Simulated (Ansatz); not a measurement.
**CaSnSe3 (model cell, started as cubic perovskite with Sn in the octahedra): following an unstable mode**

Aim: this structure of CaSnSe3 (model cell, started as cubic perovskite with Sn in the octahedra) is to be tested for unstable modes, and one is followed downhill.

Method: DFT PBEsol, scalar-relativistic, plane waves, PAW; PAW set soft_1, in Ansatz 0.2.0.

The structure was built from a prototype and need not be the compound's stable phase.

**1. The structure**

Symmetry: Pm-3m, No. 221, cubic system. The conventional cell has a = 5.209 Å, b = 5.209 Å, c = 5.209 Å, α = 90.00°, β = 90.00°, γ = 90.00°. Nearest to Ca lie 12 Se at 3.68 Å. Nearest to Sn lie 6 Se at 2.60 Å. Se has 2 Sn at 2.60 Å and 4 Ca at 3.68 Å nearest. Farther neighbours and most contacts between anions are not listed.

**2. The dispersion**

The cell comes from relaxations at this level that are not shown. Stability and thermal properties need the whole zone. Linear response on a 2×2×2 q mesh gives force constants as far as a supercell of that size would.

input.yaml reads:

```yaml
crystal:
  lattice:
    - [5.2086939713, 0.0, 0.0]
    - [0.0, 5.2086939713, 0.0]
    - [0.0, 0.0, 5.2086939713]
  atoms:
    - { symbol: Ca, position: [0.0, 0.0, 0.0] }
    - { symbol: Sn, position: [0.5, 0.5, 0.5] }
    - { symbol: Se, position: [0.5, 0.5, 0.0] }
    - { symbol: Se, position: [0.5, 0.0, 0.5] }
    - { symbol: Se, position: [0.0, 0.5, 0.5] }
kpoints:
  mp_grid: { grid: [8, 8, 8] }
hamiltonian:
  xc: pbesol
  pseudopotentials: { kind: paw, azcp: { folder: soft_1 }, xc_functional: pbe }
scf:
  occupations: { method: methfessel_paxton, width: 0.2 }
output:
  eigenvalues: true
phonons:
  method: dfpt
  qmesh: [2, 2, 2]
  temperatures: { t_max: 1000, t_step: 50 }
  qpath:
    path:
      - [[0.0, 0.0, 0.0], [0.0, 0.5, 0.0], [0.5, 0.5, 0.0], [0.0, 0.0, 0.0], [0.5, 0.5, 0.5], [0.0, 0.5, 0.0]]
      - [[0.5, 0.5, 0.5], [0.5, 0.5, 0.0]]
    npoints: 10
```

Run with:

```
ansatz run input.yaml --threads 4 --pin off --max-ram 16384MiB --backend cpu --events-out ev --progress --plain --runs-dir out
```

Numbers of over 12 decimals in the logs are rounded to 6 here.

Output:

```text
Engine: ansatz 0.2.0, aarch64-unknown-linux-gnu
Pseudopotentials: kind: paw
Pseudopotential: Ca, paw, valence charge 10, recommended cutoff 420 eV (normal), soft_1/Ca.paw.azcp
Pseudopotential: Sn, paw, valence charge 14, recommended cutoff 420 eV (normal), soft_1/Sn.paw.azcp
Pseudopotential: Se, paw, valence charge 16, recommended cutoff 420 eV (normal), soft_1/Se.paw.azcp
Functional definition: PBEsol
  exchange = pbesol_x
  correlation = pbesol_c
Crystal: 5 atoms, lattice volume = 141.314 Å³
Basis set: ecut = 420 eV, 2777 PW (Γ), exchange–correlation on 72×72×72 points (8 copies of the dense FFT grid, shifted against one another)
Bands: 44, of which v1, the nominal top of the filled ones, is band 36 counted from 1 (35 counted from 0)
Symmetry: 48 space group operations
k-points: 35 of 512
Non-local potential: Ca, projectors of the file, l = 0: 3, l = 1: 2, l = 2: 2
Non-local potential: Sn, projectors of the file, l = 0: 2, l = 1: 2, l = 2: 2, l = 3: 1
Non-local potential: Se, projectors of the file, l = 0: 2, l = 1: 2, l = 2: 3, l = 3: 1
PAW form: soft (Blöchl's): semilocal exchange-correlation on the pseudo side does not see the compensation charge
PAW frozen core: Ca, regenerated for the run's functional, and the local potential with it (the file was generated under x = pbe(κ = 0.804, μ = 0.219515), c = pbe(β = 0.066725))
PAW frozen core: Sn, regenerated for the run's functional, and the local potential with it (the file was generated under x = pbe(κ = 0.804, μ = 0.219515), c = pbe(β = 0.066725))
PAW frozen core: Se, regenerated for the run's functional, and the local potential with it (the file was generated under x = pbe(κ = 0.804, μ = 0.219515), c = pbe(β = 0.066725))
PAW one-centre angular grid: Ca, 110 points (default); XC on 64 Gauss nodes
PAW one-centre angular grid: Sn, 590 points (default); XC on 64 Gauss nodes
PAW one-centre angular grid: Se, 590 points (default); XC on 64 Gauss nodes
Initial density: superposition of atomic densities (chi_scale 0.1, normalization cell, long waves kept (reshape's long-wave potential 0.01 eV rms))
Initial wavefunctions: pseudopotential atomic-orbital guess
Functional: x = pbesol(κ = 0.804, μ = 0.123457), c = pbesol(β = 0.046)
SCF iter   1: F=—  HF=-24020.183689 eV  |F-HF|=—  |Δ(HF+E_count)|=         —  Δρ=4.38e-2  dr2=5.60e0  ethr=3.10e-3  ⟨swp⟩=8.7  Hψ=6771  notcnv=0
preconditioner: auto → Kerker (q_TF=auto, 2.438 Å⁻¹)  [metal: Δε(μ)=0.071 eV  Ē_g=6.640 eV  σ=0.200 eV  W_gap=0.29  n_scr=32 (ndim 8)  ℏωp=15.3 eV  f_vac=0.000  D(μ)=2.23/eV (n_scr^D=6)]
SCF iter   2: F=—  HF=-24019.068546 eV  |F-HF|=—  |Δ(HF+E_count)|=    1.12e0  S|Δr|=    0.00e0  Δρ=1.71e-2  dr2=6.72e-1  ethr=3.10e-3  ⟨swp⟩=3.0  Hψ=3027  notcnv=0  defer=25
SCF iter   3: F=—  HF=-24018.892354 eV  |F-HF|=—  |Δ(HF+E_count)|=   1.76e-1  S|Δr|=    0.00e0  Δρ=8.00e-3  dr2=1.63e-1  ethr=9.33e-4  ⟨swp⟩=2.3  Hψ=2726  notcnv=0  defer=28
SCF iter   4: F=—  HF=-24018.851759 eV  |F-HF|=—  |Δ(HF+E_count)|=   4.06e-2  S|Δr|=    0.00e0  Δρ=2.21e-3  dr2=1.83e-2  ethr=2.26e-4  ⟨swp⟩=2.5  Hψ=2773  notcnv=0  defer=29
SCF iter   5: F=—  HF=-24018.845969 eV  |F-HF|=—  |Δ(HF+E_count)|=   5.79e-3  S|Δr|=    0.00e0  Δρ=1.19e-3  dr2=3.59e-3  ethr=2.54e-5  ⟨swp⟩=2.0  Hψ=2901  notcnv=0  defer=28
SCF iter   6: F=—  HF=-24018.845057 eV  |F-HF|=—  |Δ(HF+E_count)|=   9.13e-4  S|Δr|=    0.00e0  Δρ=2.68e-4  dr2=3.35e-4  ethr=4.98e-6  ⟨swp⟩=2.0  Hψ=2272  notcnv=0  defer=29
SCF iter   7: F=—  HF=-24018.845003 eV  |F-HF|=—  |Δ(HF+E_count)|=   5.38e-5  S|Δr|=    0.00e0  Δρ=1.04e-4  dr2=5.60e-5  ethr=4.65e-7  ⟨swp⟩=1.9  Hψ=2008  notcnv=0  defer=29
SCF iter   8: F=—  HF=-24018.844993 eV  |F-HF|=—  |Δ(HF+E_count)|=   9.72e-6  S|Δr|=    0.00e0  Δρ=4.34e-5  dr2=9.25e-6  ethr=7.78e-8  ⟨swp⟩=2.7  Hψ=2798  notcnv=0  defer=29
SCF iter   9: F=—  HF=-24018.844992 eV  |F-HF|=—  |Δ(HF+E_count)|=   1.55e-6  S|Δr|=    0.00e0  Δρ=1.29e-5  dr2=3.71e-7  ethr=1.28e-8  ⟨swp⟩=2.6  Hψ=2198  notcnv=0  defer=29
SCF iter  10: F=—  HF=-24018.844990 eV  |F-HF|=—  |Δ(HF+E_count)|=   1.28e-6  S|Δr|=    0.00e0  Δρ=3.38e-6  dr2=1.66e-8  ethr=5.16e-10  ⟨swp⟩=2.0  Hψ=2762  notcnv=0  defer=30
SCF iter  11: F=—  HF=-24018.844990 eV  |F-HF|=—  |Δ(HF+E_count)|=   1.62e-8  S|Δr|=    0.00e0  Δρ=6.05e-7  dr2=4.25e-10  ethr=2.30e-11  ⟨swp⟩=2.0  Hψ=2204  notcnv=0  defer=30
SCF iter  12: F=—  HF=-24018.844990 eV  |F-HF|=—  |Δ(HF+E_count)|=  4.80e-10  S|Δr|=    0.00e0  Δρ=1.37e-7  dr2=3.31e-11  ethr=1.00e-12  ⟨swp⟩=2.0  Hψ=2750  notcnv=0  defer=30
SCF iter  13: F=-24018.844990 eV  HF=-24018.844990 eV  |F-HF|=7.28e-12  |Δ(HF+E_count)|=  2.91e-11  S|Δr|=    0.00e0  Δρ=4.31e-8  dr2=4.62e-12  ethr=1.00e-12  ⟨swp⟩=11.8  Hψ=8244  notcnv=0
SCF 1 converged in 13 iterations: F = -24018.844990 eV  dr2 = 4.62e-12
  greatest PAW one-centre occupation: 1.000 electrons in one spin orbital (limit 2), on the Se atom at site 3 (counted from 0), in its partial waves of l = 2
Initial density: read from a saved state, or passed on in memory by an earlier SCF of this step, an earlier step, the calling program or the single point that the run made first
iter 1 solved again at ethr=9.31e-8 eV; its pass at ethr=3.10e-3 eV (dr2=6.70e-5 eV) is discarded
SCF iter   1: F=—  HF=-24018.844990 eV  |F-HF|=—  |Δ(HF+E_count)|=         —  Δρ=5.30e-7  dr2=6.46e-10  ethr=9.31e-8  ⟨swp⟩=3.9  Hψ=11248  notcnv=0
eigensolver tolerance schedule: the retry pair's looser diagonalisation over-reported the residual by 103733.42 of it (diagonalisation noise at an unbounded share of the residual, at the tolerance the schedule requests for it); recorded, not acted on — ethr = c·dr2/N_el stays at c = 1.0e-1
preconditioner: auto → LDOS  [metal: Δε(μ)=0.022 eV  Ē_g=8.165 eV  σ=0.200 eV  W_gap=0.09  n_scr=32 (ndim 8)  ℏωp=15.3 eV  f_vac=0.024  D(μ)=2.46/eV (n_scr^D=18)  β→1.0]
SCF iter   2: F=—  HF=-24018.844990 eV  |F-HF|=—  |Δ(HF+E_count)|=   6.89e-7  S|Δr|=    0.00e0  Δρ=8.44e-7  dr2=2.18e-9  ethr=1.00e-12  ⟨swp⟩=4.2  Hψ=4693  notcnv=0
SCF iter   3: F=—  HF=-24018.844990 eV  |F-HF|=—  |Δ(HF+E_count)|=   1.01e-9  S|Δr|=    0.00e0  Δρ=3.36e-7  dr2=2.38e-10  ethr=1.00e-12  ⟨swp⟩=2.5  Hψ=2821  notcnv=0
SCF iter   4: F=—  HF=-24018.844990 eV  |F-HF|=—  |Δ(HF+E_count)|=  7.28e-11  S|Δr|=    0.00e0  Δρ=2.25e-7  dr2=1.25e-10  ethr=1.00e-12  ⟨swp⟩=1.0  Hψ=1540  notcnv=0
SCF iter   5: F=—  HF=-24018.844990 eV  |F-HF|=—  |Δ(HF+E_count)|=  4.00e-11  S|Δr|=    0.00e0  Δρ=1.27e-7  dr2=3.68e-11  ethr=1.00e-12  ⟨swp⟩=1.0  Hψ=1540  notcnv=0
SCF iter   6: F=-24018.844990 eV  HF=-24018.844990 eV  |F-HF|=1.46e-11  |Δ(HF+E_count)|=  1.09e-11  S|Δr|=    0.00e0  Δρ=1.25e-8  dr2=1.88e-13  ethr=1.00e-12  ⟨swp⟩=3.5  Hψ=4951  notcnv=0
SCF 2 converged in 6 iterations: F = -24018.844990 eV  dr2 = 1.88e-13
  greatest PAW one-centre occupation: 1.000 electrons in one spin orbital (limit 2), on the Se atom at site 4 (counted from 0), in its partial waves of l = 2
phonons: the bands overlap, so this run is a metal and interpolates without the dipole-dipole term. If the crystal is really an insulator or semiconductor, its LO-TO splitting is missing
NSCF: frozen V_eff on 35 k-points
WARN: eigensolver did not converge (k=1): 1 band(s) unlocked after 20 sweeps at ethr=1.19e-12 eV (storage-precision floor; scheduled 1.00e-12 eV) (lowest unlocked band 43, counted from 0; max residual 9.75e-6 eV among the unlocked bands, 9.75e-6 eV over every band; other slots of this pass that fall short are told together in one closing line; warning suppressed until the next SCF loop or pass starts)
NSCF: frozen V_eff on 125 k-points
DFPT response loops at q = (0, 0, 0) (fractional): preconditioner auto → Kerker (q_TF=auto, 2.438 Å⁻¹) (partly filled bands, converged f_vac=0.024); β = 1.00, the filter's whole step (`scf.mixing.beta` (0.50) is not read by the response loops under this deck's `scf.mixing.preconditioner`; to damp them name `kerker` or `kerker_dos`, under which they read `scf.mixing.beta`, and type it under 1.00, their step now; both keys bind the ground state too); Broyden in place of MSR1
NSCF: frozen V_eff on 250 k-points
DFPT response loops at q = (0, 0, -0.5) (fractional): mixed as the last ones told, above
NSCF: frozen V_eff on 250 k-points
DFPT response loops at q = (0, -0.5, -0.5) (fractional): mixed as the last ones told, above
NSCF: frozen V_eff on 250 k-points
DFPT response loops at q = (-0.5, -0.5, -0.5) (fractional): mixed as the last ones told, above
SCF converged after 13 iterations
Stability not checked: this state was not tested for a lower state beside it, because cold or Methfessel-Paxton smearing, or corrected tetrahedra, fill the levels in a way that the test cannot read (fill_not_monotonic; see scf.lower_state_search)
Free energy (F): -24018.844990 eV
Harris-Foulkes:  -24018.844990 eV  (|F-HF|=7.28e-12)
Internal energy: -24018.838258 eV  (E = F + TS)
E sigma→0 (E₀):  -24018.843307 eV
Entropy (-TS):   -0.006733 eV (-1.347 meV/atom)
Fermi energy:    7.051500 eV
--- Per-component energies (eV) ---
  E_band       = -1464.012311
  E_kinetic    = 752.948683
  E_local      = -10836.481087  (includes V_loc(G=0)·N_el)
  E_nonlocal   = -820.543456
  E_hartree    = 5457.193413
  E_xc         = -504.375947
  E_vxc        = -508.549214  (∫ρ·V_xc dr)
  E_paw        = -11399.711033  (= ΣΔE_a)
  E_vpaw       = -965.773360  (= ΣTr[D̂ρ^β])
  E_aug_tail   = -0.000794  (compensation charges beyond the density's cutoff)
  E_ewald      = -6671.297027
  E_core_change = 3.428989  (= ΣΔE_core)
  E_smearing   = -0.006733  (= −TS)
  E_closure    = -0.000000  (closes the sum)
  Σ components = -24018.844990   (vs F -24018.844990, Δ=0.00e0)
--- Band table (eV; the first three rows and the last of 35) ---
  k-point 0: bands = [... 32 lower, 6.0934, 6.0934, 6.2174, 6.2174, 6.2174, 8.4943, 9.3452, 9.3452, ... 4 higher]
  k-point 1: bands = [... 32 lower, 5.9909, 5.9909, 6.0729, 6.1747, 6.1747, 8.8612, 9.4324, 9.5343, ... 4 higher]
  k-point 2: bands = [... 32 lower, 5.7110, 5.7269, 6.1264, 6.1264, 6.1929, 9.5651, 9.7253, 9.7596, ... 4 higher]
  k-point 34: bands = [... 32 lower, 6.1844, 7.3829, 7.3829, 7.3829, 8.6684, 9.1843, 9.1843, 9.1843, ... 4 higher]
--- Phonons (Γ-DFPT): 4 representative perturbations + reference (Σ response iterations 12) ---
  ASR residual: 3.395e-5 → 0.000e0 eV/Å²; symmetrization residual: 2.582e-5 eV/Å²
  ASR residual per site (eV/Å²): 1.55e-5 3.17e-5 3.40e-5 3.40e-5 3.40e-5
  Γ frequencies (cm⁻¹): -117.34 -117.34 -117.34 -71.60 -71.60 -71.60 -32.47 -32.47 -32.47 0.00 0.00 0.00 234.97 234.97 234.97
--- Phonons (arbitrary-q DFPT): 4 irreducible q on the 2×2×2 mesh ---
  q = [0.0000, 0.0000, 0.0000] (star 1, of the zone-centre solve; hermiticity 4.48e-6, symmetrization 1.25e-11): -117.34 -117.34 -117.34 -71.60 -71.60 -71.60 -32.47 -32.47 -32.47 0.00 0.00 0.00 234.97 234.97 234.97
  q = [0.0000, 0.0000, -0.5000] (star 3, 9 solved perturbations in 975 linear systems a pass and spin channel, the states on 125 of 512 k-point pairs; hermiticity 2.48e-6, symmetrization 3.16e-9): -107.04 -107.04 -75.76 -69.72 -69.72 -68.45 -66.70 -37.60 -37.60 29.42 29.42 161.60 202.73 235.29 235.29
  q = [0.0000, -0.5000, -0.5000] (star 3, 9 solved perturbations in 975 linear systems a pass and spin channel, the states on 125 of 512 k-point pairs; hermiticity 4.38e-6, symmetrization 6.23e-9): -114.30 -114.30 -92.65 -78.74 -67.81 -67.81 18.80 25.24 25.24 47.00 167.57 167.57 190.49 218.15 235.75
  q = [-0.5000, -0.5000, -0.5000] (star 1, 4 solved perturbations in 350 linear systems a pass and spin channel, the states on 125 of 512 k-point pairs; hermiticity 1.98e-6, symmetrization 5.70e-9): -117.82 -117.82 -117.82 -96.83 -96.83 -96.83 59.41 59.41 59.41 171.99 171.99 171.99 188.80 188.80 233.28
  sum rule: each row above includes the acoustic sum rule's correction from the zone centre's row sums; it moved no ω² by more than (0.34 cm⁻¹)²
  mesh force constants: q→R imaginary residual 3.43e-18; ASR residual 3.395e-5 → 0.000e0 eV/Å²; symmetrization residual 7.105e-15 eV/Å²
  interpolated dispersion: 62 rows × 15 modes
  density of states and harmonic sums: on the 12×12×12 q-mesh, interpolated from the force constants of a 2×2×2 supercell (no non-analytic term)
  largest difference from the sums on the solved wave vectors: F 6.71e-2 eV, S 1.08e-4 and C_V 4.06e-5 eV/K
  zero-point energy: 0.064288 eV/cell   skipped modes (ω ≤ 0): 629, of them read as no rigid motion or as one in doubt: 626 (7.402e0 modes/cell left out, lowest -117.82 cm⁻¹)   left out of the sums: 4.94e-1 of the cell's modes: C_V's classical limit lies that fraction below 3 k_B per atom; for a crystal, a wire or a layer, F and S can be off by more, and a phonons.interpolated_qmesh denser along its periods is the remedy for the sampling
```

Elapsed: 7 min, on 4 threads of Arm Neoverse V2, shared host; peak memory 2.1 GiB; 27 min of CPU time.

In the SCF lines HF is the Harris–Foulkes energy and dr2 the Hartree energy of the density residual, in eV; the loop may stop once dr2 is under the threshold and the program's other checks hold. Hψ counts applications of the Hamiltonian.

Numbers from this step:

```yaml
volume_per_atom: 28.26 Å³
gap_on_the_k_mesh: 0 eV
sum_rule_residual_before_enforcement: 3.40e-5 eV/Å²
lowest_frequency_on_the_path: -117.8 cm⁻¹
point_group: m-3m
highest_frequency_on_the_path_or_at_a_solved_wavevector: 236.1 cm⁻¹
highest_optical_mode_at_the_zone_centre_no_lo_to_term: 235.0 cm⁻¹
lowest_optical_zone_centre_mode: -117.3 cm⁻¹
lowest_mode_on_the_q_mesh_acoustic_modes_at_gamma_apart: -117.8 cm⁻¹
```

Frequencies (cm⁻¹) solved at each irreducible wavevector; negative means imaginary. Frequencies by wavevector, by row:

| q in reciprocal lattice units | star | mode 1 | mode 2 | mode 3 | mode 4 | mode 13 | mode 14 | mode 15 |
| --- | --- | --- | --- | --- | --- | --- | --- | --- |
| 0 0 0 | 1 | -117.3 | -117.3 | -117.3 | -71.6 | 235 | 235 | 235 |
| 0 0 -0.5 | 3 | -107 | -107 | -75.8 | -69.7 | 202.7 | 235.3 | 235.3 |
| 0 -0.5 -0.5 | 3 | -114.3 | -114.3 | -92.7 | -78.7 | 190.5 | 218.2 | 235.8 |
| -0.5 -0.5 -0.5 | 1 | -117.8 | -117.8 | -117.8 | -96.8 | 188.8 | 188.8 | 233.3 |

Interpolated from a 2×2×2 q mesh. Phonon branches along the path, in cm⁻¹:

| point | branch 1 | branch 2 | branch 3 | branch 4 | branch 12 | branch 13 | branch 14 | branch 15 |
| --- | --- | --- | --- | --- | --- | --- | --- | --- |
| Γ | -117 | -117 | -117 | -72 | 0 | 235 | 235 | 235 |
| halfway | -112 | -112 | -102 | -74 | 102 | 225 | 235 | 235 |
| X | -107 | -107 | -76 | -70 | 162 | 203 | 235 | 235 |
| halfway | -111 | -102 | -97 | -87 | 165 | 201 | 229 | 236 |
| M | -114 | -114 | -93 | -79 | 168 | 190 | 218 | 236 |
| halfway | -114 | -106 | -95 | -82 | 108 | 221 | 230 | 235 |
| Γ | -117 | -117 | -117 | -72 | 0 | 235 | 235 | 235 |
| halfway | -111 | -111 | -88 | -86 | 115 | 221 | 221 | 236 |
| R | -118 | -118 | -118 | -97 | 172 | 189 | 189 | 233 |
| halfway | -109 | -106 | -106 | -90 | 167 | 200 | 221 | 236 |
| X | -107 | -107 | -76 | -70 | 162 | 203 | 235 | 235 |
| jump to R | -118 | -118 | -118 | -97 | 172 | 189 | 189 | 233 |
| halfway | -114 | -114 | -103 | -95 | 170 | 190 | 210 | 235 |
| M | -114 | -114 | -93 | -79 | 168 | 190 | 218 | 236 |

Symmetry leaves 4 wavevectors to solve. The lowest mode among them, the acoustic zeros apart, lies at q = (-0.5, -0.5, -0.5) and is imaginary, 117.8i cm⁻¹, so the energy falls along it.

**3. The mode frozen in, largest atomic shift 0 Å**

The mode followed lies at q = (-0.5, -0.5, -0.5) with frequency 117.8i cm⁻¹ and is 3-fold degenerate, the softest among the wavevectors solved. At small amplitude the distorted cell has space group no. 139 by a symmetry search on the positions. The undistorted cell that holds it gives the zero of energy on the same k mesh.

System of this step: CaSnSe3 (model cell, started as cubic perovskite with Sn in the octahedra). The structure is cubic, space group Pm-3m (No. 221). Conventional cell: a = 5.209 Å, b = 5.209 Å, c = 5.209 Å, α = 90.00°, β = 90.00°, γ = 90.00°. Nearest to Ca lie 12 Se at 3.68 Å. Sn has 6 Se at 2.60 Å nearest. Se has 2 Sn at 2.60 Å and 4 Ca at 3.68 Å nearest. Farther neighbours and most contacts between anions are not listed.

input.yaml, the sections that differ from step 2:

```yaml
crystal:
  lattice:
    - [5.2086939713, 5.2086939713, 0.0]
    - [5.2086939713, 0.0, 5.2086939713]
    - [5.2086939713, 0.0, -5.2086939713]
  atoms:
    - { symbol: Ca, position: [0.0, 0.0, 0.0] }
    - { symbol: Ca, position: [0.0, 0.5, 0.5] }
    - { symbol: Sn, position: [0.5, 0.25, 0.75] }
    - { symbol: Sn, position: [0.5, 0.75, 0.25] }
    - { symbol: Se, position: [0.5, 0.0, 1.0] }
    - { symbol: Se, position: [0.5, 0.5, 0.5] }
    - { symbol: Se, position: [0.0, 0.0, 0.5] }
    - { symbol: Se, position: [0.0, 0.5, 1.0] }
    - { symbol: Se, position: [0.5, 0.5, 1.0] }
    - { symbol: Se, position: [0.5, 0.0, 0.5] }
output:
  forces: true
  stress: true
  eigenvalues: true
# kpoints, hamiltonian, scf: as in step 2
# phonons: removed
```

Output:

```text
[...]
Crystal: 10 atoms, lattice volume = 282.629 Å³
Basis set: ecut = 420 eV, 5577 PW (Γ), exchange–correlation on 100×100×100 points (8 copies of the dense FFT grid, shifted against one another)
Bands: 87, of which v1, the nominal top of the filled ones, is band 72 counted from 1 (71 counted from 0)
Symmetry: 96 space group operations
[...]
k-points: 29 of 512
[...]
k-point 0: bands = [... 68 lower, 6.2119, 6.2119, 7.3708, 7.3708, 7.3708, 8.4865, 8.6613, 9.1988, ... 11 higher]
  k-point 1: bands = [... 68 lower, 6.2176, 6.2176, 7.2026, 7.2026, 7.3068, 8.7641, 8.8024, 9.0086, ... 11 higher]
  k-point 2: bands = [... 68 lower, 6.2753, 6.2753, 6.9544, 6.9544, 7.1341, 8.3749, 9.1866, 9.3242, ... 11 higher]
  k-point 28: bands = [... 68 lower, 5.9100, 5.9100, 6.5756, 6.5756, 8.5140, 8.5140, 9.7984, 9.7984, ... 11 higher]
[key lines of the parts left out:]
SCF converged after 10 iterations
Free energy (F): -48037.670706 eV
Fermi energy:    6.991259 eV
P = ⅓ Tr σ = 0.0833 GPa (0.833 kbar)
```

Elapsed: 13 s, on 4 threads; peak memory 1.1 GiB; 50 s of CPU time.

This step gave:

| Item | Value |
| --- | --- |
| pressure | 0.08326 GPa |
| energy from the undistorted cell | 0 meV/atom |

The run ends at a pressure of 0.08 GPa.

(Continued in part 2 of 3.)

[Logs are printed without paths, hosts, clocks, repeated set-up lines and the standing remarks that a program may print on its own settings, such as how far it seeks lower states.]

[Hosts, paths, dates, database ids (printed as entryN), source tags and the programs' standing remarks are cut or masked in the printed files.]
